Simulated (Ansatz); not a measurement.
## Nb2Sn2O7 (Fd-3m): spin-orbit coupling beyond the local functionals

Wanted: gaps of Nb2Sn2O7 (Fd-3m) with and without spin-orbit coupling, with cost.

Method: density functionals with and without spin-orbit coupling, plane waves, PAW, in Ansatz 0.2.0.

**What was measured.**

- Gap 2.6 eV: optical absorption-edge onset (lowest of the four compounds), not Tauc gap; UV-vis transmission and reflection; 300 K; film (relaxed epitaxial (111) film by pulsed laser deposition; approximate value) on Y-stabilized ZrO2 (111) (“Trends in Bandgap of Epitaxial textitA2textitB2O7 (textitA = Sn, Pb; textitB = Nb, Ta) Films Fabricated by Pulsed Laser Deposition”, 2022, arxiv:2207.00434).

**1. Set-up**

The structure is cubic, space group Fd-3m (No. 227). The conventional cell has a = 10.761 Å, b = 10.761 Å, c = 10.761 Å, α = 90.00°, β = 90.00°, γ = 90.00°. Nearest to Nb lie 6 O at 2.02 Å. Nearest to Sn lie 2 O at 2.33 Å. Nearest to O lie 2 Nb at 2.02 Å. Nearest to O lie 4 Sn at 2.33 Å. Farther neighbours, and contacts between anions beyond the nearest, are not listed.

The cell and positions are those that the Materials Project relaxed with its own functionals (PBE, PBE+U or r2SCAN), kept fixed. The default PAW set here is soft_2. Its files were made with PBE.

**2. HSE06, 2×2×2 mesh**

This step: DFT, HSE06, plane waves, PAW.

The input, input.yaml:

```yaml
crystal:
  lattice:
    - [0.0, 5.380295, 5.380295]
    - [5.380295, 0.0, 5.380295]
    - [5.380295, 5.380295, 0.0]
  atoms:
    - { symbol: Nb, position: [0.125, 0.125, 0.125] }
    - { symbol: Nb, position: [0.625, 0.125, 0.125] }
    - { symbol: Nb, position: [0.125, 0.125, 0.625] }
    - { symbol: Nb, position: [0.125, 0.625, 0.125] }
    - { symbol: Sn, position: [0.625, 0.625, 0.125] }
    - { symbol: Sn, position: [0.625, 0.625, 0.625] }
    - { symbol: Sn, position: [0.125, 0.625, 0.625] }
    - { symbol: Sn, position: [0.625, 0.125, 0.625] }
    - { symbol: O, position: [0.061003, 0.438997, 0.061003] }
    - { symbol: O, position: [0.061003, 0.061003, 0.438997] }
    - { symbol: O, position: [0.811003, 0.188997, 0.811003] }
    - { symbol: O, position: [0.061003, 0.438997, 0.438997] }
    - { symbol: O, position: [0.188997, 0.811003, 0.188997] }
    - { symbol: O, position: [0.438997, 0.061003, 0.061003] }
    - { symbol: O, position: [0.188997, 0.188997, 0.811003] }
    - { symbol: O, position: [0.188997, 0.811003, 0.811003] }
    - { symbol: O, position: [0.75, 0.75, 0.75] }
    - { symbol: O, position: [0.811003, 0.188997, 0.188997] }
    - { symbol: O, position: [0.438997, 0.438997, 0.061003] }
    - { symbol: O, position: [0.811003, 0.811003, 0.188997] }
    - { symbol: O, position: [0.5, 0.5, 0.5] }
    - { symbol: O, position: [0.438997, 0.061003, 0.438997] }
kpoints:
  mp_grid: { grid: [2, 2, 2] }
  band_path:
    path:
      - [0.0, 0.0, 0.0]
      - [0.5, 0.0, 0.5]
      - [0.625, 0.25, 0.625]
      - [0.375, 0.375, 0.75]
      - [0.5, 0.5, 0.5]
      - [0.5, 0.25, 0.75]
    npoints: 1
hamiltonian:
  xc: hse06
scf:
  occupations: { method: fixed }
  n_extra_bands: 11
output:
  eigenvalues: true
```

Command:

```
> ansatz run input.yaml --threads 24 --pin off --max-ram 82944MiB --backend cuda --events-out ev --progress --plain --runs-dir out --devices 1 --max-vram 78GiB
```

The log of the run:

```text
scf.n_extra_bands = 11 over 96 filled bands (N_el = 192.0): the run solves 107 bands
GPUs: using 1 of 1 available (devices: 1).
Engine: ansatz 0.2.0, aarch64-unknown-linux-gnu
Pseudopotentials: kind: paw
Pseudopotential: Nb, paw, valence charge 13, recommended cutoff 420 eV (normal), Nb.paw.azcp
Pseudopotential: Sn, paw, valence charge 14, recommended cutoff 420 eV (normal), Sn.paw.azcp
Pseudopotential: O, paw, valence charge 6, recommended cutoff 420 eV (normal), O.paw.azcp
Functional definition: HSE06
  parameter a = 0.25
  parameter omega = 0.11/bohr
  exchange = pbe_x - a*pbe_x_sr(omega) + a*exact_x_sr(omega)
  correlation = pbe_c
davidson cushion auto → on  (no smearing: the cushion is to keep the highest requested band from converging to the state above it; pin scf.eigensolver.cushion to override)
[...]
Crystal: 22 atoms, lattice volume = 311.493 Å³
Basis set: ecut = 420 eV, 6081 PW (Γ)
Bands: 107, of which v1, the nominal top of the filled ones, is band 96 counted from 1 (95 counted from 0)
Symmetry: 48 space group operations
Space group: Fd-3m (ITA 227), of the structure as read, at distance tolerance 6.8e-5 Å
k-points: 3 of 8
Non-local potential: Nb, projectors of the file, l = 0: 3, l = 1: 2, l = 2: 2, l = 3: 1
Non-local potential: Sn, projectors of the file, l = 0: 2, l = 1: 2, l = 2: 2, l = 3: 2
Non-local potential: O, projectors of the file, l = 0: 2, l = 1: 2, l = 2: 1
PAW form: soft (Blöchl's): semilocal exchange-correlation on the pseudo side does not see the compensation charge
PAW frozen core: Nb, regenerated for the run's functional, and the local potential with it (the file was generated under x = pbe(κ = 0.804, μ = 0.219515), c = pbe(β = 0.066725))
PAW frozen core: Sn, regenerated for the run's functional, and the local potential with it (the file was generated under x = pbe(κ = 0.804, μ = 0.219515), c = pbe(β = 0.066725))
PAW frozen core: O, regenerated for the run's functional, and the local potential with it (the file was generated under x = pbe(κ = 0.804, μ = 0.219515), c = pbe(β = 0.066725))
PAW one-centre angular grid: Nb, 590 points (default); XC on 64 Gauss nodes
PAW one-centre angular grid: Sn, 590 points (default); XC on 64 Gauss nodes
PAW one-centre angular grid: O, 110 points (default); XC on 96 Gauss nodes
Initial density: superposition of atomic densities (neutral atoms: chi_scale 0, normalization atom), corrected by the library's trained network
Initial wavefunctions: pseudopotential atomic-orbital guess
[...]
Functional: x = pbe(κ = 0.804, μ = 0.219515), c = pbe(β = 0.066725), warm-up for x = pbe(κ = 0.804, μ = 0.219515) + 0.25 (exact − pbe) at short range (hse, ω = 0.207870 Å⁻¹), c = pbe(β = 0.066725); HSE06 as pw.x's `hse` composes it (authors' and Libxc's form: `xc: wpbeh`)
[...]
SCF iter   6: F=-50280.821111 eV  HF=-50280.821111 eV  |F-HF|=1.39e-8  |Δ(HF+E_count)|=   2.96e-7  Δρ=2.31e-6  dr2=2.71e-8  ethr=7.67e-12  ⟨swp⟩=3.7  Hψ=1525  notcnv=0
SCF 3 converged in 6 iterations: F = -50280.821111 eV  dr2 = 2.71e-8
[...]
hybrid outer 2: dexx = +3.129e-5 eV, tail = 1.07e-6 eV, Δε = 1.15e-2 eV (about 4.81e-4 eV left of the loop's levels)
[...]
Frozen-core exchange: fock
[...]
SCF 4 converged in 2 iterations: F = -50280.821101 eV  dr2 = 6.91e-9
[...]
hybrid outer 3: dexx = +3.513e-8 eV, tail = 1.53e-8 eV, Δε = 9.54e-5 eV (about 1.42e-5 eV left of the loop's levels)
[...]
NSCF: frozen V_eff on 6 k-points
hybrid SCF converged: 3 outer / 15 inner (+6 warm-up), last move |dexx| = 3.51e-8 eV, tail = 1.53e-8 eV
Stability not checked: this state was not tested for a lower state beside it, because the functional holds exact exchange (a hybrid, or Hartree-Fock), whose exchange loop this test does not read (fock_operator; see scf.lower_state_search)
Free energy (F): -50280.821101 eV
Frozen-core exchange: fock
Harris-Foulkes:  -50280.821101 eV  (|F-HF|=2.40e-10)
Internal energy: -50280.821101 eV  (E = F + TS)
E sigma→0 (E₀):  -50280.821101 eV
Fermi energy:    9.416227 eV
--- Per-component energies (eV) ---
  E_band       = -1460.637732
  E_kinetic    = 4746.732145
  E_local      = -11935.956181  (includes V_loc(G=0)·N_el)
  E_nonlocal   = 961.867060
  E_hartree    = 4996.742276
  E_xc         = -2593.614903
  E_vxc        = -2030.548313  (∫ρ·V_xc dr)
  E_exx        = -557.443037  (= α·E_x^exact, valence–valence)
  E_paw        = -31153.908348  (= ΣΔE_a)
  E_vpaw       = -2081.366274  (= ΣTr[D̂ρ^β])
  E_aug_tail   = 0.033520  (compensation charges beyond the density's cutoff)
  E_ewald      = -14744.265601
  E_core_change = -1.008033  (= ΣΔE_core)
  E_smearing   = -0.000000  (= −TS)
  E_closure    = -0.000000  (closes the sum)
  Σ components = -50280.821101   (vs F -50280.821101, Δ=0.00e0)
--- Band table (eV) ---
  k-point 0: bands = ["-51.3802", "-51.3704", "-51.3704", "-51.3704", "-26.1735", "-26.1323", "-26.1323", "-26.1323", "-26.1148", "-26.1148", "-25.9670", "-25.9670", "-25.9670", "-25.9197", "-25.9197", "-25.9197", "-13.7570", "-13.5934", "-13.5934", "-13.5882", "-13.5882", "-13.5882", "-13.5514", "-13.5514", "-13.5514", "-13.4702", "-13.4702", "-13.4702", "-13.4548", "-13.4548", "-13.4216", "-13.4216", "-13.4216", "- [...]
  k-point 1: bands = ["-51.3778", "-51.3729", "-51.3704", "-51.3704", "-26.1524", "-26.1235", "-26.1235", "-26.0521", "-26.0469", "-26.0469", "-26.0380", "-26.0380", "-26.0250", "-25.9670", "-25.9275", "-25.9275", "-13.6788", "-13.5845", "-13.5845", "-13.5814", "-13.5746", "-13.5746", "-13.5616", "-13.5616", "-13.5512", "-13.5209", "-13.4629", "-13.4629", "-13.4587", "-13.4424", "-13.4424", "-13.4364", "-13.4364", "- [...]
  k-point 2: bands = ["-51.3753", "-51.3753", "-51.3704", "-51.3704", "-26.1327", "-26.1327", "-26.0522", "-26.0522", "-26.0416", "-26.0416", "-26.0395", "-26.0395", "-26.0324", "-26.0324", "-25.9368", "-25.9368", "-13.6000", "-13.6000", "-13.5820", "-13.5820", "-13.5727", "-13.5727", "-13.5679", "-13.5679", "-13.5594", "-13.5594", "-13.4566", "-13.4566", "-13.4482", "-13.4482", "-13.4383", "-13.4383", "-13.4361", "- [...]
```

The job ended after 8 s (1 × NVIDIA GB200 (shared by 2 runs) with 24 threads of Arm Neoverse V2, shared host; peak memory 1.5 GiB; 78 s of CPU time).

Numbers from this step:

```yaml
gap: 1.481 eV
valence_top_at: L
conduction_bottom_at: Γ
least_direct_gap: 1.726 eV
exact_exchange_fraction: 0.25
```

The gap is indirect, with the least direct gap 0.25 eV higher.

**3. HSE06+SOC, 2×2×2 mesh**

Spin-orbit coupling can split or shift the edges; a non-collinear run measures by how much.

This step: DFT, HSE06 with spin-orbit coupling, plane waves, PAW.

Edit input.yaml of step 2 so:

```diff
@@ -42,4 +42,7 @@
 scf:
-  occupations: { method: fixed }
-  n_extra_bands: 11
+  occupations: { method: fermi_dirac, width: 0.02 }
+  n_extra_bands: 22
+magnetization:
+  noncollinear: true
+  spin_orbit: true
 output:
```

The log of the run:

```text
[...]
GPUs: using 1 of 1 available (devices: 1).
[...]
non-collinear run that drives no moment, with spin-orbit: no starting moment large enough to seed its density (crystal.atoms[].spin), no starting occupations that ask for one, no magnetisation constraint and no magnetic field, so the semilocal B_xc is pinned to zero
[...]
Crystal: 22 atoms, lattice volume = 311.493 Å³
Basis set: ecut = 420 eV, 6081 PW (Γ)
Bands: 214, of which v1, the nominal top of the filled ones, is band 192 counted from 1 (191 counted from 0)
Symmetry: 48 space group operations + 48 with time reversal
[...]
k-points: 3 of 8
Projection manifold: j_resolved (fully-relativistic pseudo-atomic orbitals)
[...]
SCF iter   1: F=—  HF=-50277.698741 eV  |F-HF|=—  |Δ(HF+E_count)|=         —  Δρ=7.55e-2  dr2=2.29e1  dr2_m=0.00e0 (ungated)  ethr=1.00e-1  |M|=0.00e0 ∫|m|=0.00e0 μB  |m|>n=0.0e0 m-floor=0.0e0 τ_xc=0.0e0  β_m=0.30  ⟨swp⟩=3.0  Hψ=2356  notcnv=0
[...]
SCF iter   2: F=—  HF=-50273.781779 eV  |F-HF|=—  |Δ(HF+E_count)|=    3.92e0  Δρ=4.67e-2  dr2=4.01e0  dr2_m=0.00e0 (ungated)  ethr=1.19e-2  |M|=0.00e0 ∫|m|=0.00e0 μB  |m|>n=0.0e0 m-floor=0.0e0 τ_xc=0.0e0  β_m=0.28  ⟨swp⟩=5.3  Hψ=1829  notcnv=0
[...]
SCF iter   8: F=-50273.472595 eV  HF=-50273.472600 eV  |F-HF|=4.35e-6  |Δ(HF+E_count)|=   2.80e-4  Δρ=1.54e-4  dr2=4.16e-5  dr2_m=0.00e0 (ungated)  ethr=2.86e-7  |M|=0.00e0 ∫|m|=0.00e0 μB  |m|>n=0.0e0 m-floor=0.0e0 τ_xc=0.0e0  ⟨swp⟩=4.3  Hψ=1624  notcnv=0
SCF 1 stopped early in 8 iterations: F = -50273.472595 eV  dr2 = 4.16e-5
[...]
hybrid outer 1: dexx = +1.407e-1 eV, tail = 9.99e-4 eV
[...]
SCF 3 converged in 5 iterations: F = -50268.770324 eV  dr2 = 4.51e-8
[...]
SCF 4 converged in 2 iterations: F = -50268.770313 eV  dr2 = 4.69e-8
[...]
```

It took 28 s on 1 × NVIDIA GB200 (shared by 2 runs) with 24 threads; peak memory 3.2 GiB; 5 min of CPU time.

This step gave:

* gap: 1.470 eV
* valence top at: L
* conduction bottom at: Γ
* least direct gap: 1.663 eV
* exact-exchange fraction: 0.25

The gap stands −0.01 eV against HSE06.

**4. Together**

Times are wall times on 1 × NVIDIA GB200 (shared by 2 runs) with 24 threads of Arm Neoverse V2, shared host, good to a factor of about two.

| level | gap (eV) | with coupling (eV) | change (eV) | time | with coupling |
| --- | --- | --- | --- | --- | --- |
| HSE06 | 1.48 | 1.47 | −0.01 | 8 s | 28 s |

**5. What came out**

| Quantity | Value |
| --- | --- |
| HSE06 | 1.48 eV |
| HSE06+SOC | 1.47 eV |

Spin-orbit coupling changes the gap by −0.01 eV and the least direct gap by −0.06 eV. Against experiment, by HSE06+SOC: the gap of 1.47 eV lies −1.13 eV from the measured 2.6 eV (optical, 300 K, on Y-stabilized ZrO2 (111), 2022). An exciton line or allowed optical edge lies below the quasiparticle gap by the binding energy; a forbidden edge can push the onset above it. The lattice is static and excitons are left out.

[Long decimals in the printed logs are rounded to 6 places.]

[Logs are printed without paths, hosts, clocks, repeated set-up lines and the standing remarks that a program may print on its own settings, such as how far it seeks lower states.]

[Paths, hosts, dates, memory and timing lines, banners, echoed tables and standing remarks are left out of the program output; an Ansatz launch command may be rebuilt from the run's recorded settings. Measured values are a selection of at most five: reports struck by readers or far from the other reports are left out. None is set beside runs whose start may be inverted or whose files or cutoffs have a known fault.]

[Runs of the session that timed out or met a known fault of the program may be left out.]

[Cells called generated may have been cut or substituted from an entry of the Crystallography Open Database or the Materials Project.]

[Hosts, paths, dates, database ids (printed as entryN), source tags and the programs' standing remarks are cut or masked in the printed files.]

[Where the starting crystal was built by hand or by swapping elements, it need not be the compound's stable phase.]
